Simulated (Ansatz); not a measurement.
# Optical response of NaHgF3 (model structure)

Wanted: where NaHgF3 (model structure) starts to absorb, how strongly, and its refractive index. The structure is a model built here, which may or may not match a known phase. It was built so: All Cd replaced by Hg and K replaced by Na in the Pm-3m structure of KCdF3.

Program: Ansatz 0.2.0. Level of theory: DFT, PBE, plane-wave PAW, default files, scalar-relativistic, independent-particle optical response without local fields. Results are calculated unless marked as measured.

### 1. Starting point

It takes space group Pm-3m (No. 221, cubic). The conventional cell has a = 4.009 Å, b = 4.009 Å, c = 4.009 Å, α = 90.00°, β = 90.00°, γ = 90.00°. Nearest to Hg lie 6 F at 2.00 Å. Nearest to Na lie 12 F at 2.83 Å. Nearest to F lie 2 Hg at 2.00 Å and 4 Na at 2.83 Å. All Cd replaced by Hg and K replaced by Na in the Pm-3m structure of KCdF3. Farther neighbours and most contacts between anions are not listed.

### 2. Relaxation

Spectra hang on bond lengths, so the cell is first brought to its minimum.

This step: DFT, PBE, plane-wave PAW, default files, scalar-relativistic, relaxation (Ansatz 0.2.0).

File input.yaml:

```yaml
crystal:
  lattice:
    - [4.00901928, 0.0, 0.0]
    - [0.0, 4.00901928, 0.0]
    - [0.0, 0.0, 4.00901928]
  atoms:
    - { symbol: Hg, position: [0.5, 0.5, 0.5] }
    - { symbol: Na, position: [0.0, 0.0, 0.0] }
    - { symbol: F, position: [0.5, 0.5, 0.0] }
    - { symbol: F, position: [0.5, 0.0, 0.5] }
    - { symbol: F, position: [0.0, 0.5, 0.5] }
kpoints:
  mp_grid: { grid: [6, 6, 6] }
scf:
  occupations: { method: fermi_dirac, width: 0.05 }
hamiltonian:
  xc: pbe
  pseudopotentials: { kind: paw }
output:
  forces: true
  stress: true
relax:
  f_tol: 0.02
  max_steps: 50
  cell: {}
```

Started as:

```console
$ ansatz run input.yaml --threads 4 --pin off --max-ram 8192MiB --backend cpu --events-out ev --progress --plain --runs-dir out
```

Numbers of over 12 decimals in the logs are rounded to 6 here.

Log:

```text
Engine: ansatz 0.2.0, aarch64-unknown-linux-gnu
Pseudopotentials: kind: paw
Pseudopotential: Hg, paw, valence charge 20, recommended cutoff 420 eV (normal), Hg.paw.azcp
Pseudopotential: Na, paw, valence charge 9, recommended cutoff 420 eV (normal), Na.paw.azcp
Pseudopotential: F, paw, valence charge 7, recommended cutoff 420 eV (normal), F.paw.azcp
Functional definition: PBE
  parameter kappa = 0.804
  parameter beta = 0.066725
  exchange = pbe_x(kappa = kappa, mu = beta*pi^2/3)
  correlation = pbe_c(beta = beta)
Crystal: 5 atoms, lattice volume = 64.434 Å³
Basis set: ecut = 420 eV, 1237 PW (Γ), exchange–correlation on 54×54×54 points (8 copies of the dense FFT grid, shifted against one another)
Bands: 30, of which v1, the nominal top of the filled ones, is band 25 counted from 1 (24 counted from 0)
Symmetry: 48 space group operations
Space group: Pm-3m (ITA 221), of the structure as read, at distance tolerance 4.0e-5 Å
k-points: 20 of 216
Non-local potential: Hg, projectors of the file, l = 0: 3, l = 1: 2, l = 2: 2, l = 3: 1
Non-local potential: Na, projectors of the file, l = 0: 3, l = 1: 2, l = 2: 1
Non-local potential: F, projectors of the file, l = 0: 2, l = 1: 2, l = 2: 1
PAW form: soft (Blöchl's): semilocal exchange-correlation on the pseudo side does not see the compensation charge
PAW one-centre angular grid: Hg, 590 points (default); XC on 64 Gauss nodes
PAW one-centre angular grid: Na, 110 points (default); XC on 64 Gauss nodes
PAW one-centre angular grid: F, 110 points (default); XC on 64 Gauss nodes
Initial density: superposition of atomic densities (neutral atoms: chi_scale 0, normalization atom), corrected by the library's trained network
Initial wavefunctions: pseudopotential atomic-orbital guess
Functional: x = pbe(κ = 0.804, μ = 0.219515), c = pbe(β = 0.066725)
SCF iter   1: F=—  HF=-17722.052948 eV  |F-HF|=—  |Δ(HF+E_count)|=         —  Δρ=3.40e-3  dr2=8.16e-3  ethr=1.77e-3  ⟨swp⟩=6.0  Hψ=2460  notcnv=0
preconditioner: auto → Resta (q_TF=auto, 2.615 Å⁻¹)  ε∞=3.6  [insulator: Δε(μ)=0.276 eV  Ē_g=18.290 eV  σ=0.050 eV  W_gap=0.58  n_scr=18 (ndim 8)  ℏωp=29.3 eV  f_vac=0.209  D(μ)=0.79/eV (n_scr^D=0)  ε∞_Penn≈3.6]
SCF iter   2: F=—  HF=-17722.052755 eV  |F-HF|=—  |Δ(HF+E_count)|=   1.93e-4  Δρ=1.49e-3  dr2=1.29e-3  ethr=1.63e-5  ⟨swp⟩=2.0  Hψ=1089  notcnv=0  defer=2
SCF iter   3: F=—  HF=-17722.052867 eV  |F-HF|=—  |Δ(HF+E_count)|=   1.13e-4  Δρ=6.67e-4  dr2=2.92e-4  ethr=2.58e-6  ⟨swp⟩=2.0  Hψ=806  notcnv=0  defer=2
SCF iter   4: F=—  HF=-17722.052887 eV  |F-HF|=—  |Δ(HF+E_count)|=   2.00e-5  Δρ=2.08e-4  dr2=4.37e-5  ethr=5.84e-7  ⟨swp⟩=2.0  Hψ=843  notcnv=0  defer=2
SCF iter   5: F=—  HF=-17722.050269 eV  |F-HF|=—  |Δ(HF+E_count)|=   2.62e-3  Δρ=6.95e-5  dr2=3.98e-6  ethr=8.74e-8  ⟨swp⟩=2.0  Hψ=960  notcnv=0  defer=2
SCF iter   6: F=—  HF=-17722.050270 eV  |F-HF|=—  |Δ(HF+E_count)|=   9.41e-7  Δρ=2.77e-5  dr2=2.40e-7  ethr=7.97e-9  ⟨swp⟩=2.0  Hψ=891  notcnv=0  defer=2
SCF iter   7: F=-17722.050270 eV  HF=-17722.050270 eV  |F-HF|=5.65e-9  |Δ(HF+E_count)|=   1.18e-8  Δρ=6.33e-6  dr2=1.20e-8  ethr=2.00e-10  ⟨swp⟩=4.0  Hψ=1948  notcnv=0
SCF 1 converged in 7 iterations: F = -17722.050270 eV  dr2 = 1.20e-8
  greatest PAW one-centre occupation: 1.001 electrons in one spin orbital (limit 2), on the Hg atom at site 0 (counted from 0), in its partial waves of l = 1
relax step   1: F+E_penalty+E_count = -17722.05026986 eV  Δ(F+E_penalty+E_count) = +0.000e0 eV  max|allowed force component| = 7.378e-28 eV/Å  Δτ_max = 0.0000 Å  P = +50.413 GPa  Ω = 64.434 Å³  (7 SCF iters, dr2 threshold 1.00e-7 eV, accepted)
Crystal: 5 atoms, lattice volume = 74.324 Å³
Basis set: ecut = 420 eV, 1419 PW (Γ), exchange–correlation on 54×54×54 points (8 copies of the dense FFT grid, shifted against one another)
Initial density: handed on by an earlier stage of this run
Initial wavefunctions: those handed on with the density
iter 1 solved again at ethr=4.11e-4 eV; its pass at ethr=3.10e-3 eV (dr2=2.06e-1 eV) is discarded
SCF iter   1: F=—  HF=-17724.223274 eV  |F-HF|=—  |Δ(HF+E_count)|=         —  Δρ=1.42e-2  dr2=2.04e-1  ethr=4.11e-4  ⟨swp⟩=1.0  Hψ=3113  notcnv=0
preconditioner: auto → Resta (q_TF=auto, 2.554 Å⁻¹)  ε∞=3.5  [insulator: Δε(μ)=0.203 eV  Ē_g=17.199 eV  σ=0.050 eV  W_gap=0.77  n_scr=18 (ndim 8)  ℏωp=27.2 eV  f_vac=0.272  D(μ)=0.42/eV (n_scr^D=0)  ε∞_Penn≈3.5]
SCF iter   2: F=—  HF=-17724.153819 eV  |F-HF|=—  |Δ(HF+E_count)|=   6.95e-2  Δρ=7.62e-3  dr2=3.59e-2  ethr=4.07e-4  ⟨swp⟩=2.0  Hψ=903  notcnv=0
SCF iter   3: F=—  HF=-17724.139700 eV  |F-HF|=—  |Δ(HF+E_count)|=   1.41e-2  Δρ=2.47e-3  dr2=5.53e-3  ethr=7.18e-5  ⟨swp⟩=2.6  Hψ=1137  notcnv=0  defer=16
SCF iter   4: F=—  HF=-17724.137992 eV  |F-HF|=—  |Δ(HF+E_count)|=   1.71e-3  Δρ=1.31e-3  dr2=9.57e-4  ethr=1.11e-5  ⟨swp⟩=2.0  Hψ=853  notcnv=0  defer=16
SCF iter   5: F=—  HF=-17724.137820 eV  |F-HF|=—  |Δ(HF+E_count)|=   1.73e-4  Δρ=3.32e-4  dr2=6.92e-5  ethr=1.91e-6  ⟨swp⟩=2.0  Hψ=900  notcnv=0  defer=16
SCF iter   6: F=—  HF=-17724.134614 eV  |F-HF|=—  |Δ(HF+E_count)|=   3.21e-3  Δρ=6.12e-5  dr2=1.70e-6  ethr=1.38e-7  ⟨swp⟩=2.0  Hψ=986  notcnv=0  defer=16
SCF iter   7: F=-17724.134616 eV  HF=-17724.134616 eV  |F-HF|=1.27e-7  |Δ(HF+E_count)|=   1.42e-6  Δρ=1.23e-5  dr2=6.65e-8  ethr=1.00e-9  ⟨swp⟩=4.0  Hψ=2122  notcnv=0
SCF 2 converged in 7 iterations: F = -17724.134616 eV  dr2 = 6.65e-8
relax step   2: F+E_penalty+E_count = -17724.13461590 eV  Δ(F+E_penalty+E_count) = -2.084e0 eV  max|allowed force component| = 6.239e-30 eV/Å  Δτ_max = 0.0000 Å  P = +20.828 GPa  Ω = 74.324 Å³  energy of the carried Pulay correction = -3.052e-2 eV  (7 SCF iters, dr2 threshold 5.00e-7 eV, accepted)
Crystal: 5 atoms, lattice volume = 83.295 Å³
Basis set: ecut = 420 eV, 1647 PW (Γ), exchange–correlation on 54×54×54 points (8 copies of the dense FFT grid, shifted against one another)
iter 1 solved again at ethr=3.28e-4 eV; its pass at ethr=3.10e-3 eV (dr2=1.64e-1 eV) is discarded
SCF iter   1: F=—  HF=-17724.843405 eV  |F-HF|=—  |Δ(HF+E_count)|=         —  Δρ=1.17e-2  dr2=1.56e-1  ethr=3.28e-4  ⟨swp⟩=1.0  Hψ=2895  notcnv=0
preconditioner: auto → Resta (q_TF=auto, 2.506 Å⁻¹)  ε∞=3.4  [insulator: Δε(μ)=0.541 eV  Ē_g=16.536 eV  σ=0.050 eV  W_gap=0.87  n_scr=26 (ndim 8)  ℏωp=25.7 eV  f_vac=0.303  D(μ)=0.17/eV (n_scr^D=0)  ε∞_Penn≈3.4]
SCF iter   2: F=—  HF=-17724.791606 eV  |F-HF|=—  |Δ(HF+E_count)|=   5.18e-2  Δρ=6.46e-3  dr2=2.55e-2  ethr=3.13e-4  ⟨swp⟩=2.1  Hψ=935  notcnv=0
SCF iter   3: F=—  HF=-17724.781914 eV  |F-HF|=—  |Δ(HF+E_count)|=   9.69e-3  Δρ=2.26e-3  dr2=5.00e-3  ethr=5.09e-5  ⟨swp⟩=2.5  Hψ=1124  notcnv=0  defer=14
SCF iter   4: F=—  HF=-17724.780378 eV  |F-HF|=—  |Δ(HF+E_count)|=   1.54e-3  Δρ=1.02e-3  dr2=7.01e-4  ethr=1.00e-5  ⟨swp⟩=2.0  Hψ=828  notcnv=0  defer=14
SCF iter   5: F=—  HF=-17724.780279 eV  |F-HF|=—  |Δ(HF+E_count)|=   9.91e-5  Δρ=2.66e-4  dr2=5.19e-5  ethr=1.40e-6  ⟨swp⟩=2.4  Hψ=956  notcnv=0  defer=14
SCF iter   6: F=—  HF=-17724.777000 eV  |F-HF|=—  |Δ(HF+E_count)|=   3.28e-3  Δρ=5.12e-5  dr2=1.32e-6  ethr=1.04e-7  ⟨swp⟩=2.2  Hψ=992  notcnv=0  defer=14
SCF iter   7: F=-17724.777001 eV  HF=-17724.777001 eV  |F-HF|=2.15e-7  |Δ(HF+E_count)|=   1.45e-6  Δρ=1.46e-5  dr2=1.06e-7  ethr=1.00e-9  ⟨swp⟩=4.0  Hψ=2131  notcnv=0
SCF 3 converged in 7 iterations: F = -17724.777001 eV  dr2 = 1.06e-7
  greatest PAW one-centre occupation: 1.000 electrons in one spin orbital (limit 2), on the Hg atom at site 0 (counted from 0), in its partial waves of l = 1
relax step   3: F+E_penalty+E_count = -17724.77700134 eV  Δ(F+E_penalty+E_count) = -6.424e-1 eV  max|allowed force component| = 1.386e-29 eV/Å  Δτ_max = 0.0000 Å  P = +4.041 GPa  Ω = 83.295 Å³  energy of the carried Pulay correction = -5.471e-2 eV  (7 SCF iters, dr2 threshold 5.00e-7 eV, accepted)
[... from here on, the SCF cycles and remarks between the steps are left out ...]
relax step   4: F+E_penalty+E_count = -17724.80413961 eV  Δ(F+E_penalty+E_count) = -2.714e-2 eV  max|allowed force component| = 2.362e-28 eV/Å  Δτ_max = 0.0000 Å  P = +0.294 GPa  Ω = 85.786 Å³  energy of the carried Pulay correction = -6.092e-2 eV  (6 SCF iters, dr2 threshold 5.00e-7 eV, accepted)
relax step   5: F+E_penalty+E_count = -17724.80383194 eV  Δ(F+E_penalty+E_count) = +3.077e-4 eV  max|allowed force component| = 4.256e-29 eV/Å  Δτ_max = 0.0000 Å  P = +0.002 GPa  Ω = 85.988 Å³  energy of the carried Pulay correction = -6.141e-2 eV  (5 SCF iters, dr2 threshold 2.17e-7 eV, accepted)
relax step   6: F+E_penalty+E_count = -17725.19904697 eV  Δ(F+E_penalty+E_count) = -3.952e-1 eV  max|allowed force component| = 4.794e-29 eV/Å  Δτ_max = 0.0000 Å  P = +6.398 GPa  Ω = 85.988 Å³  stress off target by 6.40e0 GPa  SCF on the basis re-selected at this cell (its energy is not comparable with the rows above)  (10 SCF iters)
relax step   7: F+E_penalty+E_count = -17725.30782971 eV  Δ(F+E_penalty+E_count) = -1.088e-1 eV  max|allowed force component| = 4.734e-29 eV/Å  Δτ_max = 0.0000 Å  P = +2.624 GPa  Ω = 90.500 Å³  energy of the carried Pulay correction = -1.591e-2 eV  (6 SCF iters, dr2 threshold 5.00e-7 eV, accepted)
relax step   8: F+E_penalty+E_count = -17725.32157426 eV  Δ(F+E_penalty+E_count) = -1.374e-2 eV  max|allowed force component| = 2.192e-29 eV/Å  Δτ_max = 0.0000 Å  P = +0.355 GPa  Ω = 93.926 Å³  energy of the carried Pulay correction = -3.324e-2 eV  (6 SCF iters, dr2 threshold 5.00e-7 eV, accepted)
relax step   9: F+E_penalty+E_count = -17725.31888191 eV  Δ(F+E_penalty+E_count) = +2.692e-3 eV  max|allowed force component| = 1.168e-28 eV/Å  Δτ_max = 0.0000 Å  P = +0.025 GPa  Ω = 94.487 Å³  energy of the carried Pulay correction = -3.660e-2 eV  (5 SCF iters, dr2 threshold 3.16e-7 eV, accepted)
relax step  10: F+E_penalty+E_count = -17725.36002457 eV  Δ(F+E_penalty+E_count) = -4.114e-2 eV  max|allowed force component| = 6.637e-29 eV/Å  Δτ_max = 0.0000 Å  P = +0.216 GPa  Ω = 94.487 Å³  stress off target by 2.16e-1 GPa  SCF on the basis re-selected at this cell (its energy is not comparable with the rows above)  (8 SCF iters)
relax step  11: F+E_penalty+E_count = -17725.35932317 eV  Δ(F+E_penalty+E_count) = +7.014e-4 eV  max|allowed force component| = 1.859e-29 eV/Å  Δτ_max = 0.0000 Å  P = +0.010 GPa  Ω = 94.856 Å³  energy of the carried Pulay correction = -9.612e-4 eV  (5 SCF iters, dr2 threshold 1.16e-7 eV, accepted)
iter 1 solved again at ethr=2.12e-7 eV; its pass at ethr=3.10e-3 eV (dr2=1.06e-4 eV) is discarded
SCF iter   1: F=—  HF=-17725.359861 eV  |F-HF|=—  |Δ(HF+E_count)|=         —  Δρ=9.95e-5  dr2=5.45e-7  ethr=2.12e-7  ⟨swp⟩=3.0  Hψ=3869  notcnv=0
preconditioner: auto → Resta (q_TF=auto, 2.452 Å⁻¹)  ε∞=3.3  [insulator: Δε(μ)=0.396 eV  Ē_g=15.890 eV  σ=0.050 eV  W_gap=0.92  n_scr=26 (ndim 8)  ℏωp=24.1 eV  f_vac=0.331  D(μ)=0.03/eV (n_scr^D=0)  ε∞_Penn≈3.3]
SCF iter   2: F=—  HF=-17725.360156 eV  |F-HF|=—  |Δ(HF+E_count)|=   2.95e-4  Δρ=5.02e-5  dr2=2.48e-7  ethr=1.09e-9  ⟨swp⟩=2.8  Hψ=1157  notcnv=0
SCF iter   3: F=—  HF=-17725.360249 eV  |F-HF|=—  |Δ(HF+E_count)|=   9.35e-5  Δρ=2.52e-5  dr2=3.71e-8  ethr=4.95e-10  ⟨swp⟩=2.1  Hψ=848  notcnv=0
SCF iter   4: F=—  HF=-17725.360278 eV  |F-HF|=—  |Δ(HF+E_count)|=   2.84e-5  Δρ=7.61e-6  dr2=5.87e-9  ethr=7.42e-11  ⟨swp⟩=2.0  Hψ=981  notcnv=0
SCF iter   5: F=—  HF=-17725.360281 eV  |F-HF|=—  |Δ(HF+E_count)|=   2.89e-6  Δρ=1.69e-6  dr2=1.30e-9  ethr=1.17e-11  ⟨swp⟩=2.0  Hψ=972  notcnv=0
SCF iter   6: F=—  HF=-17725.360281 eV  |F-HF|=—  |Δ(HF+E_count)|=   4.23e-8  Δρ=5.25e-7  dr2=1.71e-10  ethr=2.59e-12  ⟨swp⟩=2.2  Hψ=840  notcnv=0
SCF iter   7: F=-17725.360281 eV  HF=-17725.360281 eV  |F-HF|=3.64e-12  |Δ(HF+E_count)|=  2.62e-10  Δρ=9.90e-8  dr2=3.33e-12  ethr=1.00e-12  ⟨swp⟩=4.0  Hψ=2025  notcnv=0
SCF 12 converged in 7 iterations: F = -17725.360281 eV  dr2 = 3.33e-12
relax step  12: F+E_penalty+E_count = -17725.36028069 eV  Δ(F+E_penalty+E_count) = -9.575e-4 eV  max|allowed force component| = 2.221e-29 eV/Å  Δτ_max = 0.0000 Å  P = +0.015 GPa  Ω = 94.856 Å³  stress off target by 1.46e-2 GPa  SCF on the basis re-selected at this cell (its energy is not comparable with the rows above)  (7 SCF iters)
basis re-selected at this cell: Δ(F+E_penalty+E_count) = -9.575e-4 eV, ΔP = +0.004 GPa vs the last step (what re-selecting the basis moved, of the pressure what is left beyond the Pulay correction that the steps carried, after the strain that the cell walked since its last selection, with what the two solves' SCF thresholds leave and, on support functions, any second-order correction that the steps lacked; it is no m [...]
SCF converged after 7 iterations
Free energy (F): -17725.360281 eV
Harris-Foulkes:  -17725.360281 eV  (|F-HF|=3.64e-12)
Internal energy: -17725.359933 eV  (E = F + TS)
E sigma→0 (E₀):  -17725.360107 eV
Entropy (-TS):   -0.000348 eV (-0.070 meV/atom)
Fermi energy:    3.443167 eV
--- Per-component energies (eV) ---
  E_band       = -897.306596
  E_kinetic    = 1338.939214
  E_local      = -6959.556812  (includes V_loc(G=0)·N_el)
  E_nonlocal   = 412.124088
  E_hartree    = 2802.223040
  E_xc         = -496.165478
  E_vxc        = -615.607221  (∫ρ·V_xc dr)
  E_paw        = -10808.986248  (= ΣΔE_a)
  E_vpaw       = -677.659148  (= ΣTr[D̂ρ^β])
  E_aug_tail   = 0.007228  (compensation charges beyond the density's cutoff)
  E_ewald      = -4013.944965
  E_smearing   = -0.000348  (= −TS)
  E_closure    = 0.000000  (closes the sum)
  Σ components = -17725.360281   (vs F -17725.360281, Δ=0.00e0)
--- Forces (eV/Å), atoms counted from 1 ---
  atom   1  Hg    -0.00000000     0.00000000    -0.00000000
  atom   2  Na    -0.00000000     0.00000000     0.00000000
  atom   3  F      0.00000000     0.00000000    -0.00000000
  atom   4  F     -0.00000000    -0.00000000     0.00000000
  atom   5  F     -0.00000000     0.00000000     0.00000000
  max |Σ_I F_I| component: 2.60e-29 eV/Å
--- Stress (GPa, compression-positive) ---
        0.014586      -0.000000       0.000000
       -0.000000       0.014586      -0.000000
        0.000000      -0.000000       0.014586
  P = ⅓ Tr σ = 0.0146 GPa (0.146 kbar)
--- Relaxed structure (9 steps of the walk, 9 accepted, 3 SCFs on fresh bases) ---
  F+E_penalty+E_count = -17725.36028069 eV   max|allowed force component| = 2.221e-29 eV/Å   (the final SCF, on the basis selected at the relaxed cell)
  cell:  # Å, volume = 94.8557 Å³
    - [4.560591, 0, 0]
    - [0, 4.560591, 0]
    - [0, 0, 4.560591]
  atoms:
    - { symbol: Hg, position: [0.5, 0.5, 0.5] }
    - { symbol: Na, position: [0, 0, 0] }
    - { symbol: F, position: [0.5, 0.5, 0] }
    - { symbol: F, position: [0.5, 0, 0.5] }
    - { symbol: F, position: [0, 0.5, 0.5] }
```

Wall time 8.9 s (4 threads of Arm Neoverse V1, shared host); peak memory 0.41 GiB; 31 s of CPU time.

Step by step:

| step | energy less that of the first step (eV) | largest force component (eV/Å) | pressure (GPa) | volume (Å³) |
| --- | --- | --- | --- | --- |
| 1 | 0.0000 | 0.0000 | 50.41 | 64.43 |
| 2 | -2.0843 | 0.0000 | 20.83 | 74.32 |
| 3 | -2.7267 | 0.0000 | 4.04 | 83.30 |
| 4 | -2.7539 | 0.0000 | 0.29 | 85.79 |
| 5 | -2.7536 | 0.0000 | 0.00 | 85.99 |
| 6* | -3.1488 | 0.0000 | 6.40 | 85.99 |
| 7 | -3.2576 | 0.0000 | 2.62 | 90.50 |
| 8 | -3.2713 | 0.0000 | 0.36 | 93.93 |
| 9 | -3.2686 | 0.0000 | 0.03 | 94.49 |
| 10* | -3.3098 | 0.0000 | 0.22 | 94.49 |
| 11 | -3.3091 | 0.0000 | 0.01 | 94.86 |
| 12* | -3.3100 | 0.0000 | 0.01 | 94.86 |

Relaxation steps marked * repeat the geometry before them on a plane-wave basis chosen anew for their cell, so energy and pressure can jump there.

Forces are held to the 48 operations that the run works with; a distortion that breaks them can't arise in this run.

| cell as run | before | after | change |
| --- | --- | --- | --- |
| a (Å) | 4.009 | 4.561 | +13.8 % |
| b (Å) | 4.009 | 4.561 | +13.8 % |
| c (Å) | 4.009 | 4.561 | +13.8 % |
| volume (Å³/atom) | 12.89 | 18.97 | +47.2 % |

The relaxed structure:

```xyz
5
Lattice="4.5606 0.0000 0.0000 0.0000 4.5606 0.0000 0.0000 0.0000 4.5606" Properties=species:S:1:pos:R:3 pbc="T T T"
Hg    2.2803    2.2803    2.2803
Na    0.0000    0.0000    0.0000
F     2.2803    2.2803    0.0000
F     2.2803    0.0000    2.2803
F     0.0000    2.2803    2.2803
```

The relaxation ends with a pressure of 0.01 GPa.

(Continued in part 2 of 2.)

[Logs are printed without paths, hosts, clocks, repeated set-up lines and the standing remarks that a program may print on its own settings, such as how far it seeks lower states.]

[Hosts, paths, dates, database ids (printed as entryN), source tags and the programs' standing remarks are cut or masked in the printed files.]
